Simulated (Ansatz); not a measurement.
## Free carriers and the phonons of SiC (Moissanite, P6_3mc)

Aim: how far do free carriers move the optical modes of SiC (Moissanite, P6_3mc)?

Method: DFT LDA, scalar-relativistic, plane waves, PAW; PAW set soft_1, in Ansatz 0.2.0.

Report form: the programs' logs are mostly left out.

**1. The structure**

The structure is hexagonal, space group P6_3mc (No. 186). Conventional cell: a = 3.076 Å, b = 3.076 Å, c = 5.048 Å, α = 90.00°, β = 90.00°, γ = 120.00°. Nearest to C lie 4 Si at 1.87 to 1.94 Å. Si has 4 C at 1.87 to 1.94 Å nearest. Farther neighbours are not listed.

**2. A rough relaxation first**

A rough relaxation comes first, because large forces or stress need no tight tolerances yet.

input.yaml

```yaml
crystal:
  lattice:
    - [3.076, 0.0, 0.0]
    - [-1.538, 2.663894142, 0.0]
    - [0.0, 0.0, 5.048]
  atoms:
    - { symbol: C, position: [0.33333333, 0.66666667, 0.385] }
    - { symbol: C, position: [0.66666667, 0.33333333, 0.885] }
    - { symbol: Si, position: [0.33333333, 0.66666667, 0.0] }
    - { symbol: Si, position: [0.66666667, 0.33333333, 0.5] }
kpoints:
  mp_grid: { grid: [9, 9, 4] }
hamiltonian:
  xc: lda
  pseudopotentials: { kind: paw, azcp: { folder: soft_1 }, xc_functional: pbe }
scf:
  occupations: { method: gaussian, width: 0.1 }
output:
  forces: true
  stress: true
  eigenvalues: true
relax:
  adjacent_minimum: "off"
  f_tol: 0.05
  max_steps: 80
  cell: { stress_tol: 0.5 }
```

Started as:

```sh
> ansatz run input.yaml --threads 8 --pin off --max-ram 16384MiB --backend cpu --events-out ev --progress --plain --runs-dir out
```

Wall time 1.6 s (8 threads of Arm Neoverse V2, shared host); peak memory 0.34 GiB.

Relaxation path:

```csv
step,energy less that of the first step (eV),largest force component (eV/Å),pressure (GPa),volume (Å³)
1,0.0000,0.7317,-3.97,41.36
2,-0.0293,0.4338,-1.82,40.95
3,-0.0421,0.1659,1.22,40.38
4,-0.0464,0.0018,0.04,40.58
5*,-0.0455,0.0017,0.00,40.58
```

Relaxation steps marked * repeat the geometry before them on a plane-wave basis chosen anew for their cell, so energy and pressure can jump there.

Forces are held to the 12 operations that the run works with; a distortion that breaks them can't arise in this run.

```csv
"conventional cell, symmetrised",before,after,change
a (Å),3.076,3.057,-0.6 %
b (Å),3.076,3.057,-0.6 %
c (Å),5.048,5.015,-0.7 %
volume (Å³/atom),10.34,10.14,-1.9 %
```

The atoms that moved most (Å, as changes of fractional coordinates times the final cell):

```csv
atom,dx,dy,dz,length
C2,0.000,0.000,-0.023,0.023
Si4,0.000,0.000,0.023,0.023
Si3,0.000,0.000,0.023,0.023
C1,0.000,0.000,-0.023,0.023
```

Final coordinates:

```xyz
4
Lattice="3.0567 0.0000 0.0000 -1.5283 2.6472 0.0000 0.0000 0.0000 5.0151" Properties=species:S:1:pos:R:3 pbc="T T T"
C     0.0000    1.7648    1.9079
C     1.5283    0.8824    4.4154
Si    0.0000    1.7648    0.0229
Si    1.5283    0.8824    2.5304
```

A gap read on the k-mesh alone can miss the band edges.

Numbers from this step:

```yaml
pressure: 0.003655 GPa
gap_on_the_k_mesh: 2.135 eV
volume_per_atom: 10.14 Å³
```

In this step the volume went from 10.34 to 10.14 Å³/atom.

**3. Relaxation**

Harmonic phonons are second derivatives at a point where the forces vanish, and they are wanted at zero stress, so atoms and cell are relaxed first.

input.yaml, the sections that differ from step 2:

```yaml
crystal:
  lattice:
    - [3.0566838278, 0.0, 0.0]
    - [-1.5283419139, 2.6471658462, 0.0]
    - [0.0, 0.0, 5.0150589008]
  atoms:
    - { symbol: C, position: [0.3333333333, 0.6666666667, 0.3804369883] }
    - { symbol: C, position: [0.6666666667, 0.3333333333, 0.8804369883] }
    - { symbol: Si, position: [0.3333333333, 0.6666666667, 0.0045630117] }
    - { symbol: Si, position: [0.6666666667, 0.3333333333, 0.5045630117] }
kpoints:
  mp_grid: { grid: [12, 12, 6] }
scf:
  occupations: { method: gaussian, width: 0.02 }
relax:
  adjacent_minimum: "off"
  f_tol: 0.005
  max_steps: 80
  cell: { stress_tol: 0.05 }
# hamiltonian, output: as in step 2
```

Elapsed: 1.7 s, on 8 threads; peak memory 0.4 GiB; 11 s of CPU time.

Little changed from the start: no atom moved by 0.005 Å and no cell edge by 0.1 %.

This step gave:

- pressure: 0.002704 GPa
- gap on the k-mesh: 2.130 eV

In this step the volume went from 10.14 to 10.14 Å³/atom.

**4. Tight relaxation**

Phonons need small forces and stress, so the relaxation is finished with tight tolerances on 12×12×6 k points.

input.yaml, the sections that differ from step 3:

```yaml
crystal:
  lattice:
    - [3.0563073515, 0.0, 0.0]
    - [-1.5281536757, 2.6468398081, 0.0]
    - [0.0, 0.0, 5.0163292115]
  atoms:
    - { symbol: C, position: [0.3333333333, 0.6666666667, 0.380397095] }
    - { symbol: C, position: [0.6666666667, 0.3333333333, 0.880397095] }
    - { symbol: Si, position: [0.3333333333, 0.6666666667, 0.004602905] }
    - { symbol: Si, position: [0.6666666667, 0.3333333333, 0.504602905] }
scf:
  occupations: { method: fixed }
relax:
  adjacent_minimum: "off"
  f_tol: 0.001
  max_steps: 60
  cell: { stress_tol: 0.01 }
# kpoints, hamiltonian, output: as in step 3
```

Elapsed: 1.6 s, on 8 threads; peak memory 0.39 GiB.

Little changed from the start: no atom moved by 0.005 Å and no cell edge by 0.1 %.

This step gave:

```yaml
pressure: 0.001230 GPa
gap_on_the_k_mesh: 2.132 eV
volume_per_atom: 10.15 Å³
```

The largest force component left is 0.61 meV/Å and the pressure is 0.001 GPa, within the tolerances set. The cell now holds 10.15 Å³/atom.

**5. Relaxation of a member: no carriers**

The cell of the neutral crystal is kept with no carriers. The bands are sampled on 26×26×15 points with Fermi-Dirac filling of 0.03 eV.

input.yaml, the sections that differ from step 4:

```yaml
crystal:
  lattice:
    - [3.0564320001, 0.0, 0.0]
    - [-1.528216, 2.646947757, 0.0]
    - [0.0, 0.0, 5.0159470803]
  atoms:
    - { symbol: C, position: [0.3333333333, 0.6666666667, 0.3804078269] }
    - { symbol: C, position: [0.6666666667, 0.3333333333, 0.8804078269] }
    - { symbol: Si, position: [0.3333333333, 0.6666666667, 0.0045921731] }
    - { symbol: Si, position: [0.6666666667, 0.3333333333, 0.5045921731] }
kpoints:
  mp_grid: { grid: [26, 26, 15] }
scf:
  occupations: { method: fermi_dirac, width: 0.03 }
relax:
  adjacent_minimum: "off"
  f_tol: 0.001
  max_steps: 60
# hamiltonian, output: as in step 4
```

It took 6.5 s on 8 threads; peak memory 0.67 GiB; 49 s of CPU time.

No atom moved by 0.005 Å in the relaxation.

The largest force component left is 0.66 meV/Å.

**6. Modes of this member: no carriers**

The force constants come from the linear response of the density to a displacement.

The zone-centre modes follow for no carriers.

Edit input.yaml of step 5 so:

```diff
@@ -18,8 +18,4 @@
 output:
-  forces: true
-  stress: true
   eigenvalues: true
-relax:
-  adjacent_minimum: "off"
-  f_tol: 0.001
-  max_steps: 60
+phonons:
+  method: dfpt
```

Run time: 67 s. Hardware: 8 threads; peak memory 4 GiB; 7.8 min of CPU time.

This step gave:

```
sum-rule residual before enforcement                    : 2.73e-5 eV/Å²
point group                                             : 6mm
highest optical mode at the zone centre (no LO-TO term) : 841.1 cm⁻¹
lowest optical zone-centre mode                         : 258.0 cm⁻¹
```

Without the LO-TO term. Patterns of degenerate modes are one choice out of their space. The modes at Γ (shares of kinetic energy by element, %):

```csv
mode,frequency (cm⁻¹),symmetry,C %,Si %
1,0.0,acoustic,30,70
2,0.0,acoustic,30,70
3,0.0,acoustic,30,70
4,258.0,E2,26,74
5,258.0,E2,26,74
6,599.3,B1,0,100
7,767.9,E2,74,26
8,767.9,E2,74,26
9,771.2,A1,70,30
10,801.3,E1,70,30
11,801.3,E1,70,30
12,841.1,B1,100,0
```

Displacements in mode 4 (258.0 cm⁻¹), the largest set to 1:
```
C1   0.92  0.00  0.00
C2  -0.92  0.00  0.00
Si3 -1.00  0.00  0.00
Si4  1.00  0.00  0.00
```

Displacements in mode 8 (767.9 cm⁻¹), the largest set to 1:
```
C1   1.00  0.00  0.00
C2  -1.00  0.00  0.00
Si3  0.39  0.00  0.00
Si4 -0.39  0.00  0.00
```

Without the LO-TO term the lowest optical mode is real, 258 cm⁻¹, and the highest lies at 841.1 cm⁻¹.

**7. Relaxation of a member: 15 × 10²⁰ electrons per cm³**

The cell of the neutral crystal is kept with 15 × 10²⁰ electrons per cm³, balanced by a uniform background. The bands are sampled on 26×26×15 points with Fermi-Dirac filling of 0.03 eV.

Edit input.yaml of step 6 so:

```diff
@@ -10,2 +10,3 @@
     - { symbol: Si, position: [0.6666666667, 0.3333333333, 0.5045921731] }
+total_charge: -0.06087
 kpoints:
@@ -18,4 +19,8 @@
 output:
+  forces: true
+  stress: true
   eigenvalues: true
-phonons:
-  method: dfpt
+relax:
+  adjacent_minimum: "off"
+  f_tol: 0.001
+  max_steps: 60
```

Elapsed: 12 s, on 8 threads; peak memory 0.69 GiB; 90 s of CPU time.

Hardly anything moved in the relaxation; the energy changed by under 0.2 meV an atom.

The largest force component left is 0.98 meV/Å.

**8. Modes of this member: 15 × 10²⁰ electrons per cm³**

The zone-centre modes follow for 15 × 10²⁰ electrons per cm³.

input.yaml, the sections that differ from step 7:

```yaml
crystal:
  lattice:
    - [3.0564320001, 0.0, 0.0]
    - [-1.528216, 2.646947757, 0.0]
    - [0.0, 0.0, 5.0159470803]
  atoms:
    - { symbol: C, position: [0.3333333333, 0.6666666667, 0.3797933189] }
    - { symbol: C, position: [0.6666666667, 0.3333333333, 0.8797933189] }
    - { symbol: Si, position: [0.3333333333, 0.6666666667, 0.0052066811] }
    - { symbol: Si, position: [0.6666666667, 0.3333333333, 0.5052066811] }
output:
  eigenvalues: true
phonons:
  method: dfpt
# total_charge, kpoints, hamiltonian, scf: as in step 7
# relax: removed
```

It took 70 s on 8 threads; peak memory 4 GiB.

Numbers from this step:

| Quantity | Value |
| --- | --- |
| sum-rule residual before enforcement | 4.74e-5 eV/Å² |
| highest optical mode at the zone centre (no LO-TO term) | 841.5 cm⁻¹ |
| lowest optical zone-centre mode | 252.2 cm⁻¹ |

Without the LO-TO term. Patterns of degenerate modes are one choice out of their space. Modes at Γ, with each element's share of the kinetic energy:

```csv
mode,frequency (cm⁻¹),symmetry,C %,Si %
1,0.0,acoustic,30,70
2,0.0,acoustic,30,70
3,0.0,acoustic,30,70
4,252.2,E2,27,73
5,252.2,E2,27,73
6,602.5,B1,0,100
7,758.2,E2,73,27
8,758.2,E2,73,27
9,767.9,A1,70,30
10,792.9,E1,70,30
11,792.9,E1,70,30
12,841.5,B1,100,0
```

Without the LO-TO term the lowest optical mode is real, 252 cm⁻¹, and the highest lies at 841.5 cm⁻¹.

**9. A check on a coarser mesh: 2 × 10²⁰ electrons per cm³**

To see what the mesh is worth, the run for 2 × 10²⁰ electrons per cm³ is repeated on 21×21×12 points.

input.yaml, the sections that differ from step 8:

```yaml
crystal:
  lattice:
    - [3.0564320001, 0.0, 0.0]
    - [-1.528216, 2.646947757, 0.0]
    - [0.0, 0.0, 5.0159470803]
  atoms:
    - { symbol: C, position: [0.3333333333, 0.6666666667, 0.3803102619] }
    - { symbol: C, position: [0.6666666667, 0.3333333333, 0.8803102619] }
    - { symbol: Si, position: [0.3333333333, 0.6666666667, 0.0046897381] }
    - { symbol: Si, position: [0.6666666667, 0.3333333333, 0.5046897381] }
total_charge: -0.008116
kpoints:
  mp_grid: { grid: [21, 21, 12] }
# hamiltonian, scf, output, phonons: as in step 8
```

It took 38 s on 8 threads; peak memory 2.3 GiB.

This step gave:

| Item | Value |
| --- | --- |
| sum-rule residual before enforcement | 2.36e-5 eV/Å² |
| highest optical mode at the zone centre (no LO-TO term) | 841.2 cm⁻¹ |
| lowest optical zone-centre mode | 257.2 cm⁻¹ |

The highest mode comes at 841.2 cm⁻¹, against 841.2 cm⁻¹ on 26×26×15 points.

**10. A check on a coarser mesh: 10 × 10²⁰ electrons per cm³**

To see what the mesh is worth, the run for 10 × 10²⁰ electrons per cm³ is repeated on 21×21×12 points.

input.yaml, the sections that differ from step 9:

```yaml
crystal:
  lattice:
    - [3.0564320001, 0.0, 0.0]
    - [-1.528216, 2.646947757, 0.0]
    - [0.0, 0.0, 5.0159470803]
  atoms:
    - { symbol: C, position: [0.3333333333, 0.6666666667, 0.3799454743] }
    - { symbol: C, position: [0.6666666667, 0.3333333333, 0.8799454743] }
    - { symbol: Si, position: [0.3333333333, 0.6666666667, 0.0050545257] }
    - { symbol: Si, position: [0.6666666667, 0.3333333333, 0.5050545257] }
total_charge: -0.04058
# kpoints, hamiltonian, scf, output, phonons: as in step 9
```

Run time: 37 s. Hardware: 8 threads; peak memory 2.3 GiB.

This step gave:

- sum-rule residual before enforcement: 4.76e-5 eV/Å²
- highest optical mode at the zone centre (no LO-TO term): 841.7 cm⁻¹
- lowest optical zone-centre mode: 253.9 cm⁻¹

The highest mode comes at 841.7 cm⁻¹, against 841.7 cm⁻¹ on 26×26×15 points.

**11. All members side by side**

The members are set side by side, also those not shown above.

Electrons count positive and holes negative; without the LO-TO term; modes are tracked from the neutral crystal by their patterns, and those within 0.3 cm⁻¹ of each other stand once; the cell of the neutral crystal is kept and the atoms are relaxed where symmetry leaves them free; all runs use 26×26×15 k points and Fermi-Dirac smearing of 0.03 eV. Optical modes along the series:

```csv
carriers (10²⁰ cm⁻³),mode 4 E2 (cm⁻¹),mode 6 B1 (cm⁻¹),mode 7 E2 (cm⁻¹),mode 9 A1 (cm⁻¹),mode 10 E1 (cm⁻¹),mode 12 B1 (cm⁻¹)
0,258,599.3,767.9,771.2,801.3,841.1
1,257.6,599.7,767.2,772,800.7,841.2
2,257.1,600,766.6,772.6,800.1,841.2
4,256.3,600.7,765.4,774,798.9,841.4
6,255.4,601.3,763.9,775.2,797.7,841.5
10,253.9,602.4,761.6,774.4,795.4,841.7
15,252.2,602.5,758.2,767.9,792.9,841.5
```

**12. What came out**

```json
{
 "members": "7",
 "mode that changes most, in cm⁻¹": "mode 7 E2",
 "its frequency without carriers": "767.89 cm⁻¹",
 "its frequency at 15 × 10²⁰ cm⁻³": "758.20 cm⁻¹"
}
```

In words: At 15 × 10²⁰ electrons per cm³ the largest change in cm⁻¹ is that of mode 7 E2, -9.69 cm⁻¹ from 767.89 cm⁻¹. At 2 and 10 × 10²⁰ cm⁻³ the coarser mesh moves the optical modes by up to 1.45 cm⁻¹, a measure of the error left by the mesh there. The response is adiabatic: the carriers follow the ions at once. Where they cannot, as for a zone-centre mode faster than their scattering, measured shifts differ, and line shapes are not given here. The background stands for dopants without their size, scattering or local bonds, and the cell is that of the neutral crystal, although carriers also change the volume at rest, which would shift the modes as well. In a polar crystal the carriers also screen the field of the longitudinal modes, often the largest effect; only modes without that field are treated here. These are harmonic frequencies of a static lattice, with warm electrons: anharmonic shifts, linewidths and thermal expansion are left out. The PAW files were made for PBE; the program adapts parts of them to the functional of the run, but their partial waves stay those of PBE, an approximation that was not tested in this session. Only the zone centre was solved, so an instability at another wavevector cannot show here.

[Logs are printed without paths, hosts, clocks, repeated set-up lines and the standing remarks that a program may print on its own settings, such as how far it seeks lower states.]

[Hosts, paths, dates, database ids (printed as entryN), source tags and the programs' standing remarks are cut or masked in the printed files.]
